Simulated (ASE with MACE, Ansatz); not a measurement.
# A sinusoid for the slip curve: generalised stacking fault on (110) of W

The cell holds 12 atoms: 12 W. Cell: a = 2.758 Å, b = 2.758 Å, c = 27.026 Å, α = 90.0°, β = 90.0°, γ = 109.5°. It derives from W. 48 atoms of W, stacked on (1 1 0); one fault a cell: the periodic image above is shifted rigidly by 0.000 Å along the in-plane vector of length 2.758 Å (1/2<111>); atoms relaxed along the normal alone with the MACE-MP-0b2 potential. Lattice constants are starting values near those of PBE. Folded to one surface cell (a quarter of the atoms).

Calculated with Ansatz 0.2.0: Kohn-Sham DFT, PBE, PAW (set soft_2), plane waves; cutoff 420 eV, k-mesh 10×10×1, fermi-dirac smearing of 0.1 eV. The cell described is the unshifted one. Its image above is shifted by x, atoms are relaxed along the normal alone (with PBE), and the energy is counted from the unshifted cell over the area of the fault.

```
slip x (Å)  fault energy (mJ/m²)
     0.000                     0
     0.230                 177.0
     0.690                  1036
     0.919                     ?
     1.149                  1596
     1.379                  1663
```

**Question.** Fit a squared sine to the rows given and interpolate to the withheld row.

**Working.**

The simplest curve with the period of the slip vector, p = 2.758 Å, is γ = γ0 sin²(πx/p), a line through the origin in u = sin²(πx/p).

| u | v (mJ/m²) |
| --- | --- |
| 0.0670823 | 177.018 |
| 0.500570 | 1035.76 |
| 0.932918 | 1595.94 |
| 1 | 1663.17 |

For a line through the origin, slope = Σuv / Σu² = 3682.4 / 2.1254 = 1733.

At x = 0.919 Å, u = 0.7497.

Prediction at 0.919: 1299 mJ/m². The run gave 1378 mJ/m², so the fit is low by 79 mJ/m² (5.7 % of the value).

So γ0 = 1733 mJ/m², and the steepest slope of the fitted curve, πγ0/p, is 19.7 GPa. Among the rows given, the largest miss of the fit is at 0.690, by 168 mJ/m² (10 % of the range of the table).

Limits: Rigid slip in the plane; the cell's length along the normal is held. The cell and its k-mesh tilt with the slip, which can add an error that grows with it.

[Logs are printed without paths, hosts, clocks, repeated set-up lines and the standing remarks that a program may print on its own settings, such as how far it seeks lower states.]

[Hosts, paths, dates, database ids (printed as entryN), source tags and the programs' standing remarks are cut or masked in the printed files.]
